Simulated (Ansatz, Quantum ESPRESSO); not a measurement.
# Thickness dependence of 1T-TiO2, part 7 of 8

What does each added layer of 1T-TiO2 bring in screening, and what does it do to the gap?

Quantum ESPRESSO 7.5; plane-wave DFT, vdW-DF-cx, GBRV ultrasoft pseudopotentials made under PBE; geometry by Ansatz 0.2.0 with PAW datasets.

So far. Step 13 (Potential by pp.x, 2 layers): The slope in the vacuum is 0.100 eV/Å for an applied 0.10 V/Å, as it should be. Step 14 (Band structure, 2 layers: no field): Along this path the valence top lies between K and Γ and the conduction bottom at Γ.

## Step 19: Ground state, 3 layers: field 0.1 V/Å

The input, n3.f1.in:

```
&control
  prefix = 'n3.f1'
  outdir = './out'
  pseudo_dir = './pseudo'
  calculation = 'scf'
  tprnfor = .true.
  tefield = .true.
  dipfield = .true.
/
&system
  ibrav = 0
  nat = 9
  ntyp = 2
  ecutwfc = 40
  ecutrho = 200
  input_dft = 'vdw-df-cx'
  occupations = 'smearing'
  smearing = 'fd'
  degauss = 0.004
  edir = 3
  emaxpos = 0.97
  eopreg = 0.04
  eamp = 0.00194469
  nbnd = 40
/
&electrons
  conv_thr = 1e-09
  mixing_beta = 0.4
  electron_maxstep = 120
  mixing_mode = 'plain'
  startingpot = 'file'
/
ATOMIC_SPECIES
  O   15.9990  o_pbe_v1.2.uspp.F.UPF
  Ti  47.8670  ti_pbe_v1.4.uspp.F.UPF
CELL_PARAMETERS angstrom
  2.97477594864013 0.00000000000000 0.00000000000000
  -1.48738797432007 2.57623154208931 -0.00000000000000
  0.00000000000000 -0.00000000000000 30.98357636920000
ATOMIC_POSITIONS crystal
  O   0.666666666667 0.333333333333 0.321739190573
  Ti  0.000000000000 -0.000000000000 0.353049047066
  O   0.333333333333 0.666666666667 0.384234369047
  O   0.666666666667 0.333333333333 0.468812681602
  Ti  0.000000000000 0.000000000000 0.500002563529
  O   0.333333333333 0.666666666667 0.531192444051
  O   0.666666666667 0.333333333333 0.615763050298
  Ti  -0.000000000000 0.000000000000 0.646948387611
  O   0.333333333333 0.666666666667 0.678258266222
K_POINTS automatic
  12 12 1 0 0 0
```

The run is started by

```bash
> cp -r out/n3.f0.save out/n3.f1.save
> OMP_NUM_THREADS=1 mpirun -n 4 pw.x -nk 4 -in n3.f1.in > n3.f1.out
```

The program printed:

```text
[banner, memory and clock lines left out]
Program PWSCF v.7.5 starts
[...]
number of electrons       =        72.00
     number of Kohn-Sham states=           40
     kinetic-energy cutoff     =      40.0000  Ry
     charge density cutoff     =     200.0000  Ry
[...]
number of k points=    74  Fermi-Dirac smearing, width (Ry)=  0.0040
[...]
Dense  grid:    76655 G-vectors     FFT dimensions: (  25,  25, 270)
[...]
The initial density is read from file :
[...]
negative rho (up, down):  9.914E-03 0.000E+00
[...]
Starting wfcs are   54 randomized atomic wfcs
[...]
negative rho (up, down):  9.920E-03 0.000E+00
[...]
estimated scf accuracy    <       0.00443054 Ry
[...]
negative rho (up, down):  9.916E-03 0.000E+00
[...]
estimated scf accuracy    <       0.01647929 Ry
[...]
negative rho (up, down):  9.913E-03 0.000E+00
[...]
estimated scf accuracy    <       0.00010117 Ry
[...]
negative rho (up, down):  9.913E-03 0.000E+00
[...]
estimated scf accuracy    <       0.00007796 Ry
[...]
negative rho (up, down):  9.913E-03 0.000E+00
[...]
estimated scf accuracy    <       0.00003173 Ry
[...]
negative rho (up, down):  9.913E-03 0.000E+00
[...]
estimated scf accuracy    <       0.00000097 Ry
[...]
negative rho (up, down):  9.913E-03 0.000E+00
[...]
estimated scf accuracy    <       0.00000436 Ry
[...]
negative rho (up, down):  9.912E-03 0.000E+00
[...]
estimated scf accuracy    <       0.00000116 Ry
[...]
negative rho (up, down):  9.912E-03 0.000E+00
[...]
estimated scf accuracy    <          8.9E-09 Ry
[...]
negative rho (up, down):  9.912E-03 0.000E+00
[...]
estimated scf accuracy    <       0.00000007 Ry
[...]
negative rho (up, down):  9.912E-03 0.000E+00
[...]
estimated scf accuracy    <       0.00000005 Ry
[...]
negative rho (up, down):  9.912E-03 0.000E+00
[...]
estimated scf accuracy    <          6.1E-09 Ry
[...]
negative rho (up, down):  9.912E-03 0.000E+00
[...]
Computed dipole along edir(3) :
        Dipole                0.0724 Ry au,          0.1840 Debye
        Dipole field          0.0006 Ry au,
        E field amplitude [Ha a.u.]:  1.9447E-03
        Potential amp.        0.1548 Ry
        Total length         56.2085 bohr
[...]
the Fermi energy is    -0.3558 ev
!    total energy              =    -552.34073476 Ry
     estimated scf accuracy    <          1.8E-10 Ry
     smearing contrib. (-TS)   =      -0.00000000 Ry
     internal energy E=F+TS    =    -552.34073476 Ry
[...]
one-electron contribution =   -7959.93313297 Ry
     hartree contribution      =    3987.99703991 Ry
     xc contribution           =     -97.49109241 Ry
     ewald contribution        =    3517.08669118 Ry
     electric field correction =      -0.00024047 Ry
     convergence has been achieved in  13 iterations
     negative rho (up, down):  9.912E-03 0.000E+00
[...]
Total force =     0.011126     Total SCF correction =     0.000070
[...]
```

The job ended after 3.1 min (4 MPI ranks of Intel Xeon Platinum 8559C (Emerald Rapids), shared host; peak memory 1.1 GiB).

Numbers from this step:

* free energy: -7514.9785 eV
* Fermi energy: -0.3558 eV
* dipole along the normal: 0.03831 e·Å
* valence top, on the run's zero: -1.606 eV
* conduction bottom, on the run's zero: 0.7942 eV
* gap by band count: 2.400 eV

## Step 20: Potential by pp.x, 3 layers

The input, n3.f1.pot.in:

```
&inputpp
  prefix = 'n3.f1'
  outdir = './out'
  filplot = 'n3.f1.pot.dat'
  plot_num = 11
/
```

The run is started by

```bash
> OMP_NUM_THREADS=1 mpirun -n 4 pp.x -in n3.f1.pot.in > n3.f1.pot.out
```

Elapsed: 19 s, on 4 MPI ranks; peak memory 0.23 GiB.

Read from the output:

- slope of the potential above: 0.1000 eV/Å
- upper vacuum line continued to the top atoms, over the valence top: 8.362 eV
- slope of the potential below: 0.10000 eV/Å
- lower vacuum line continued to the bottom atoms, over the valence top: 8.162 eV

The slope in the vacuum is 0.100 eV/Å for an applied 0.10 V/Å, as it should be.

## Step 21: Band structure, 3 layers: no field

n3.f0.bands.in, as its differences from the input of step 19:

```diff
@@ -1,7 +1,6 @@
 &control
-  prefix = 'n3.f1'
+  prefix = 'n3.f0.bands'
   outdir = './out'
   pseudo_dir = './pseudo'
-  calculation = 'scf'
-  tprnfor = .true.
+  calculation = 'bands'
   tefield = .true.
@@ -22,3 +21,3 @@
   eopreg = 0.04
-  eamp = 0.00194469
+  eamp = 0.0
   nbnd = 40
@@ -26,7 +25,6 @@
 &electrons
-  conv_thr = 1e-09
+  conv_thr = 1e-07
   mixing_beta = 0.4
   electron_maxstep = 120
-  mixing_mode = 'plain'
-  startingpot = 'file'
+  mixing_mode = 'local-TF'
 /
@@ -49,3 +47,7 @@
   O   0.333333333333 0.666666666667 0.678258266222
-K_POINTS automatic
-  12 12 1 0 0 0
+K_POINTS crystal_b
+4
+  0.0000000000 0.0000000000 0.0000000000 12
+  0.5000000000 0.0000000000 0.0000000000 12
+  0.3333333333 0.3333333333 0.0000000000 12
+  0.0000000000 0.0000000000 0.0000000000 1
```

The run is started by

```bash
> cp -r out/n3.f0.save out/n3.f0.bands.save
> cp out/n3.f0.xml out/n3.f0.bands.xml
> OMP_NUM_THREADS=1 mpirun -n 4 pw.x -nk 4 -in n3.f0.bands.in > n3.f0.bands.out
```

The program printed:

```text
[banner, memory and clock lines left out]
Program PWSCF v.7.5 starts

          URL

     Presently no symmetry can be used with electric field

     IMPORTANT: XC functional enforced from input :
     Exchange-correlation= VDW-DF-CX
                           (   1   4  27   0   1   0   0)
     Any further DFT definition will be discarded
     Please, verify this is what you really want

     Atomic positions and unit cell read from directory:
     ./out/n3.f0.bands.save/

     G-vector sticks info

     bravais-lattice index     =            0
     lattice parameter (alat)  =       5.6215  a.u.
     unit-cell volume          =    1602.3866 (a.u.)^3
     number of atoms/cell      =            9
     number of atomic types    =            2
     number of electrons       =        72.00
     number of Kohn-Sham states=           40
     kinetic-energy cutoff     =      40.0000  Ry
     charge density cutoff     =     200.0000  Ry
     Exchange-correlation= VDW-DF-CX
                           (   1   4  27   0   1   0   0)

     celldm(1)=   5.621512  celldm(2)=   0.000000  celldm(3)=   0.000000
     celldm(4)=   0.000000  celldm(5)=   0.000000  celldm(6)=   0.000000

     crystal axes: (cart. coord. in units of alat)
               a(1) = (   1.000000   0.000000   0.000000 )
               a(2) = (  -0.500000   0.866025  -0.000000 )
               a(3) = (   0.000000  -0.000000  10.415432 )

     reciprocal axes: (cart. coord. in units 2 pi/alat)
               b(1) = (  1.000000  0.577350  0.000000 )
               b(2) = ( -0.000000  1.154701  0.000000 )
               b(3) = ( -0.000000  0.000000  0.096011 )

     PseudoPot. # 1 for O  read from file:
     ./pseudo/o_pbe_v1.2.uspp.F.UPF
     Pseudo is Ultrasoft + core correction, Zval =  6.0
     Generated by new atomic code, or converted to UPF format
     Using radial grid of  737 points,  5 beta functions with:
                l(1) =   0
                l(2) =   0
                l(3) =   1
                l(4) =   1
                l(5) =   2
     Q(r) pseudized with  8 coefficients,  rinner =    0.900   0.900   0.900
                                                       0.900   0.900

     PseudoPot. # 2 for Ti read from file:
     ./pseudo/ti_pbe_v1.4.uspp.F.UPF
     Pseudo is Ultrasoft + core correction, Zval = 12.0
     Generated by new atomic code, or converted to UPF format
     Using radial grid of  851 points,  6 beta functions with:
                l(1) =   0
                l(2) =   0
                l(3) =   1
                l(4) =   1
                l(5) =   2
                l(6) =   2
     Q(r) pseudized with  6 coefficients,  rinner =    1.000   1.000   1.000
                                                       1.000   1.000

     atomic species   valence    mass     pseudopotential
     O                 6.00    15.99900     O ( 1.00)
     Ti               12.00    47.86700     Ti( 1.00)

     No symmetry found

   Cartesian axes

     site n.     atom                  positions (alat units)
         1        O      tau(   1) = (   0.5000000   0.2886751   3.3510526  )
         2        Ti     tau(   2) = (   0.0000000   0.0000000   3.6771583  )
         3        O      tau(   3) = (  -0.0000000   0.5773503   4.0019669  )
         4        O      tau(   4) = (   0.5000000   0.2886751   4.8828866  )
         5        Ti     tau(   5) = (   0.0000000   0.0000000   5.2077427  )
         6        O      tau(   6) = (  -0.0000000   0.5773503   5.5325987  )
         7        O      tau(   7) = (   0.5000000   0.2886751   6.4134381  )
         8        Ti     tau(   8) = (   0.0000000   0.0000000   6.7382469  )
         9        O      tau(   9) = (  -0.0000000   0.5773503   7.0643528  )

     number of k points=    37  Fermi-Dirac smearing, width (Ry)=  0.0040
                       cart. coord. in units 2pi/alat
        k(    1) = (   0.0000000   0.0000000   0.0000000), wk =   0.0540541
        k(    2) = (   0.0416667   0.0240563   0.0000000), wk =   0.0540541
        k(    3) = (   0.0833333   0.0481125   0.0000000), wk =   0.0540541
        k(    4) = (   0.1250000   0.0721688   0.0000000), wk =   0.0540541
        k(    5) = (   0.1666667   0.0962250   0.0000000), wk =   0.0540541
        k(    6) = (   0.2083333   0.1202813   0.0000000), wk =   0.0540541
        k(    7) = (   0.2500000   0.1443376   0.0000000), wk =   0.0540541
        k(    8) = (   0.2916667   0.1683938   0.0000000), wk =   0.0540541
        k(    9) = (   0.3333333   0.1924501   0.0000000), wk =   0.0540541
        k(   10) = (   0.3750000   0.2165064   0.0000000), wk =   0.0540541
        k(   11) = (   0.4166667   0.2405626   0.0000000), wk =   0.0540541
        k(   12) = (   0.4583333   0.2646189   0.0000000), wk =   0.0540541
        k(   13) = (   0.5000000   0.2886751   0.0000000), wk =   0.0540541
        k(   14) = (   0.4861111   0.3127314   0.0000000), wk =   0.0540541
        k(   15) = (   0.4722222   0.3367877   0.0000000), wk =   0.0540541
        k(   16) = (   0.4583333   0.3608439   0.0000000), wk =   0.0540541
        k(   17) = (   0.4444444   0.3849002   0.0000000), wk =   0.0540541
        k(   18) = (   0.4305556   0.4089564   0.0000000), wk =   0.0540541
        k(   19) = (   0.4166667   0.4330127   0.0000000), wk =   0.0540541
        k(   20) = (   0.4027778   0.4570690   0.0000000), wk =   0.0540541
        k(   21) = (   0.3888889   0.4811252   0.0000000), wk =   0.0540541
        k(   22) = (   0.3750000   0.5051815   0.0000000), wk =   0.0540541
        k(   23) = (   0.3611111   0.5292377   0.0000000), wk =   0.0540541
        k(   24) = (   0.3472222   0.5532940   0.0000000), wk =   0.0540541
        k(   25) = (   0.3333333   0.5773503   0.0000000), wk =   0.0540541
        k(   26) = (   0.3055556   0.5292377   0.0000000), wk =   0.0540541
        k(   27) = (   0.2777778   0.4811252   0.0000000), wk =   0.0540541
        k(   28) = (   0.2500000   0.4330127   0.0000000), wk =   0.0540541
        k(   29) = (   0.2222222   0.3849002   0.0000000), wk =   0.0540541
        k(   30) = (   0.1944444   0.3367877   0.0000000), wk =   0.0540541
        k(   31) = (   0.1666667   0.2886751   0.0000000), wk =   0.0540541
        k(   32) = (   0.1388889   0.2405626   0.0000000), wk =   0.0540541
        k(   33) = (   0.1111111   0.1924501   0.0000000), wk =   0.0540541
        k(   34) = (   0.0833333   0.1443376   0.0000000), wk =   0.0540541
        k(   35) = (   0.0555556   0.0962250   0.0000000), wk =   0.0540541
        k(   36) = (   0.0277778   0.0481125   0.0000000), wk =   0.0540541
        k(   37) = (   0.0000000   0.0000000   0.0000000), wk =   0.0540541

[...]
-4.0823  -4.0159  -3.9430  -3.7504  -3.6738  -3.6325  -3.4277  -3.3248
    -3.2393  -2.7094  -2.6155  -2.5332   1.1947   1.2381   1.2669   2.0886

          k = 0.3889 0.4811 0.0000 (  6822 PWs)   bands (ev):

   -57.9110 -57.9065 -57.9065 -34.5368 -34.5300 -34.5300 -34.3036 -34.2976
   -34.2976 -34.1556 -34.1495 -34.1495 -18.0669 -18.0423 -18.0368 -17.7301
   -17.7049 -17.7006  -5.8067  -5.7198  -5.6675  -5.3281  -5.2421  -5.1863
    -4.2593  -4.1821  -4.1115  -3.6341  -3.5742  -3.5586  -3.4102  -3.3117
    -3.2289  -2.7175  -2.6724  -2.6300   1.1695   1.2214   1.2576   2.1174

          k = 0.3750 0.5052 0.0000 (  6812 PWs)   bands (ev):

   -57.9099 -57.9054 -57.9054 -34.5132 -34.5065 -34.5065 -34.3380 -34.3318
   -34.3318 -34.1539 -34.1478 -34.1478 -18.0138 -17.9911 -17.9870 -17.7680
   -17.7442 -17.7418  -5.6789  -5.5908  -5.5367  -5.3701  -5.2831  -5.2269
    -4.4330  -4.3462  -4.2696  -3.5141  -3.4914  -3.4772  -3.3908  -3.2962
    -3.2164  -2.7411  -2.7387  -2.7307   1.1407   1.2002   1.2428   2.1483

          k = 0.3611 0.5292 0.0000 (  6798 PWs)   bands (ev):

   -57.9091 -57.9046 -57.9046 -34.4879 -34.4813 -34.4813 -34.3719 -34.3656
   -34.3656 -34.1526 -34.1465 -34.1465 -17.9631 -17.9427 -17.9401 -17.8060
   -17.7829 -17.7820  -5.5653  -5.4749  -5.4156  -5.4017  -5.3118  -5.2548
    -4.5872  -4.4880  -4.4017  -3.4409  -3.3958  -3.3879  -3.3671  -3.2819
    -3.2050  -2.8551  -2.8093  -2.7542   1.1139   1.1792   1.2268   2.1785

          k = 0.3472 0.5533 0.0000 (  6802 PWs)   bands (ev):

   -57.9085 -57.9040 -57.9040 -34.4613 -34.4548 -34.4548 -34.4041 -34.3977
   -34.3977 -34.1517 -34.1456 -34.1456 -17.9172 -17.9004 -17.8992 -17.8431
   -17.8187 -17.8186  -5.4824  -5.4294  -5.3852  -5.3447  -5.3077  -5.2702
    -4.7004  -4.5868  -4.4901  -3.3996  -3.3750  -3.3081  -3.2825  -3.2612
    -3.1965  -2.9719  -2.8720  -2.7745   1.0944   1.1634   1.2141   2.2021

          k = 0.3333 0.5774 0.0000 (  6810 PWs)   bands (ev):

   -57.9083 -57.9038 -57.9038 -34.4337 -34.4337 -34.4280 -34.4280 -34.4266
   -34.4266 -34.1514 -34.1453 -34.1452 -17.8785 -17.8785 -17.8766 -17.8765
   -17.8399 -17.8399  -5.4448  -5.4448  -5.3508  -5.3508  -5.2756  -5.2756
    -4.7426  -4.6217  -4.5204  -3.3779  -3.3779  -3.2756  -3.2756  -3.1935
    -3.1935  -3.0465  -2.9003  -2.7837   1.0870   1.1573   1.2091   2.2156

          k = 0.3056 0.5292 0.0000 (  6800 PWs)   bands (ev):

   -57.9092 -57.9047 -57.9047 -34.4814 -34.4748 -34.4748 -34.3769 -34.3706
   -34.3706 -34.1529 -34.1468 -34.1467 -17.9398 -17.9198 -17.9159 -17.8323
   -17.8083 -17.8074  -5.4853  -5.4681  -5.4011  -5.3837  -5.3307  -5.2682
    -4.6328  -4.5262  -4.4356  -3.4341  -3.4117  -3.3809  -3.3584  -3.2986
    -3.2078  -2.8500  -2.7943  -2.7337   1.1218   1.1875   1.2352   2.1726

          k = 0.2778 0.4811 0.0000 (  6814 PWs)   bands (ev):

   -57.9124 -57.9079 -57.9079 -34.5088 -34.5021 -34.5021 -34.3200 -34.3139
   -34.3139 -34.1577 -34.1516 -34.1516 -17.9812 -17.9554 -17.9442 -17.8375
   -17.8102 -17.8053  -5.5547  -5.5101  -5.4608  -5.4519  -5.3365  -5.2397
    -4.4836  -4.3882  -4.3097  -3.5808  -3.5715  -3.5107  -3.4827  -3.3594
    -3.2393  -2.6016  -2.5910  -2.5858   1.2279   1.2831   1.3209   2.0975

          k = 0.2500 0.4330 0.0000 (  6810 PWs)   bands (ev):

   -57.9180 -57.9135 -57.9135 -34.5119 -34.5052 -34.5052 -34.2661 -34.2602
   -34.2602 -34.1657 -34.1596 -34.1596 -17.9983 -17.9706 -17.9440 -17.8936
   -17.8644 -17.8561  -5.5565  -5.5331  -5.4636  -5.4620  -5.3428  -5.2191
    -4.4153  -4.3280  -4.2616  -3.7170  -3.6958  -3.6028  -3.5910  -3.4434
    -3.2858  -2.4021  -2.3664  -2.3423   1.3821   1.4285   1.4576   2.0430

          k = 0.2222 0.3849 0.0000 (  6820 PWs)   bands (ev):

   -57.9260 -57.9215 -57.9215 -34.4896 -34.4829 -34.4829 -34.2211 -34.2151
   -34.2151 -34.1728 -34.1668 -34.1668 -18.0391 -18.0157 -17.9617 -17.9444
   -17.9226 -17.9136  -5.5793  -5.4683  -5.4192  -5.3875  -5.3282  -5.2339
    -4.4603  -4.3725  -4.3146  -3.8556  -3.7115  -3.6202  -3.6189  -3.5307
    -3.3523  -2.1867  -2.1472  -2.1216   1.5274   1.5714   1.5991   1.9970

          k = 0.1944 0.3368 0.0000 (  6838 PWs)   bands (ev):

   -57.9360 -57.9314 -57.9314 -34.4434 -34.4369 -34.4369 -34.2098 -34.2036
   -34.2036 -34.1549 -34.1492 -34.1492 -18.2001 -18.1521 -18.1152 -17.9251
   -17.8781 -17.8546  -5.6575  -5.4800  -5.3080  -5.2919  -5.2266  -5.1738
    -4.6090  -4.4981  -4.4374  -3.9711  -3.7209  -3.5525  -3.5326  -3.4947
    -3.4319  -1.9799  -1.9604  -1.9582   1.6047   1.6430   1.6678   1.8687

          k = 0.1667 0.2887 0.0000 (  6851 PWs)   bands (ev):

   -57.9473 -57.9427 -57.9427 -34.3776 -34.3713 -34.3713 -34.2249 -34.2186
   -34.2185 -34.1194 -34.1139 -34.1139 -18.3985 -18.3426 -18.3032 -17.8626
   -17.8057 -17.7721  -5.7299  -5.5615  -5.3715  -5.1386  -5.0705  -5.0330
    -4.8199  -4.6612  -4.5810  -3.9757  -3.7548  -3.5147  -3.3681  -3.3241
    -3.3091  -1.8920  -1.8382  -1.8066   1.6076   1.6333   1.6475   1.7191

          k = 0.1389 0.2406 0.0000 (  6881 PWs)   bands (ev):

   -57.9592 -57.9546 -57.9546 -34.2988 -34.2927 -34.2927 -34.2445 -34.2381
   -34.2380 -34.0871 -34.0816 -34.0816 -18.6124 -18.5510 -18.5084 -17.7830
   -17.7174 -17.6744  -5.7707  -5.6285  -5.4469  -5.0868  -5.0622  -5.0393
    -5.0082  -4.8265  -4.6991  -3.7610  -3.6285  -3.4589  -3.1192  -3.0733
    -3.0534  -1.9368  -1.8072  -1.7041   1.5492   1.5495   1.5690   1.5701

          k = 0.1111 0.1925 0.0000 (  6869 PWs)   bands (ev):

   -57.9707 -57.9660 -57.9660 -34.2643 -34.2578 -34.2577 -34.2153 -34.2094
   -34.2094 -34.0606 -34.0553 -34.0552 -18.8221 -18.7566 -18.7113 -17.6976
   -17.6236 -17.5718  -5.7670  -5.6704  -5.4985  -5.2885  -5.1485  -5.1371
    -5.1234  -4.9966  -4.8067  -3.3664  -3.3055  -3.2179  -2.8494  -2.7907
    -2.7639  -2.0860  -1.8726  -1.6837   1.3769   1.4029   1.4304   1.4448

          k = 0.0833 0.1443 0.0000 (  6881 PWs)   bands (ev):

   -57.9808 -57.9762 -57.9762 -34.2821 -34.2756 -34.2755 -34.1366 -34.1310
   -34.1310 -34.0404 -34.0351 -34.0351 -19.0085 -18.9401 -18.8930 -17.6169
   -17.5356 -17.4758  -5.7203  -5.7073  -5.5182  -5.4491  -5.2746  -5.2627
    -5.2493  -5.1733  -4.9390  -2.9070  -2.8882  -2.8452  -2.6289  -2.5140
    -2.4742  -2.2597  -2.0053  -1.7357   1.2058   1.2271   1.2472   1.2910

          k = 0.0556 0.0962 0.0000 (  6875 PWs)   bands (ev):

   -57.9888 -57.9841 -57.9841 -34.2962 -34.2896 -34.2895 -34.0721 -34.0667
   -34.0667 -34.0262 -34.0209 -34.0209 -19.1551 -19.0848 -19.0366 -17.5510
   -17.4637 -17.3976  -5.7847  -5.6503  -5.5063  -5.4960  -5.3852  -5.3676
    -5.3558  -5.3264  -5.0684  -2.7156  -2.5030  -2.4388  -2.4351  -2.3035
    -2.2282  -2.2079  -2.1163  -1.8253   1.0567   1.0737   1.0866   1.1201

          k = 0.0278 0.0481 0.0000 (  6881 PWs)   bands (ev):

   -57.9939 -57.9892 -57.9892 -34.3052 -34.2986 -34.2985 -34.0298 -34.0245
   -34.0245 -34.0178 -34.0125 -34.0125 -19.2487 -19.1774 -19.1285 -17.5079
   -17.4167 -17.3465  -5.8643  -5.5908  -5.4733  -5.4732  -5.4568  -5.4411
    -5.4262  -5.4258  -5.1645  -2.8763  -2.3990  -2.1368  -2.1266  -2.1037
    -2.0820  -2.0446  -2.0393  -1.9070   0.9524   0.9658   0.9734   0.9753

          k = 0.0000 0.0000 0.0000 (  6849 PWs)   bands (ev):

   -57.9956 -57.9910 -57.9910 -34.3084 -34.3017 -34.3016 -34.0151 -34.0151
   -34.0098 -34.0098 -34.0098 -34.0098 -19.2808 -19.2092 -19.1602 -17.4929
   -17.4004 -17.3287  -5.8949  -5.5649  -5.4827  -5.4827  -5.4536  -5.4536
    -5.4502  -5.4502  -5.2023  -2.9469  -2.4308  -2.0284  -2.0284  -1.9933
    -1.9933  -1.9769  -1.9769  -1.9470   0.9145   0.9145   0.9279   0.9279

     XML data file, pseudopotentials, collected wavefunctions

                                        0.00s GPU  (     879 calls)

Note: The following floating-point exceptions are signalling: IEEE_UNDERFLOW_FLAG IEEE_DENORMAL
Note: The following floating-point exceptions are signalling: IEEE_UNDERFLOW_FLAG IEEE_DENORMAL
Note: The following floating-point exceptions are signalling: IEEE_UNDERFLOW_FLAG IEEE_DENORMAL
Note: The following floating-point exceptions are signalling: IEEE_UNDERFLOW_FLAG IEEE_DENORMAL
[key lines of the parts left out:]
Dipole field         -0.0000 Ry au,
```

Run time: 91 s. Hardware: 4 MPI ranks; peak memory 0.49 GiB.

Read from the output:

| Quantity | Value |
| --- | --- |
| dipole along the normal | 0 e·Å |
| valence top, on the run's zero | -1.684 eV |
| conduction bottom, on the run's zero | 0.9145 eV |
| gap by band count | 2.598 eV |

(Part 7 of 8 ends here.)

[Logs are printed without paths, hosts, clocks, repeated set-up lines and the standing remarks that a program may print on its own settings, such as how far it seeks lower states.]

[Hosts, paths, dates, database ids (printed as entryN), source tags and the programs' standing remarks are cut or masked in the printed files.]

[Maps of the electrostatic potential energy from Ansatz leave out the sawtooth potential of an applied field or a dipole correction, so their vacuum need not be flat; planar profiles and work functions include it.]
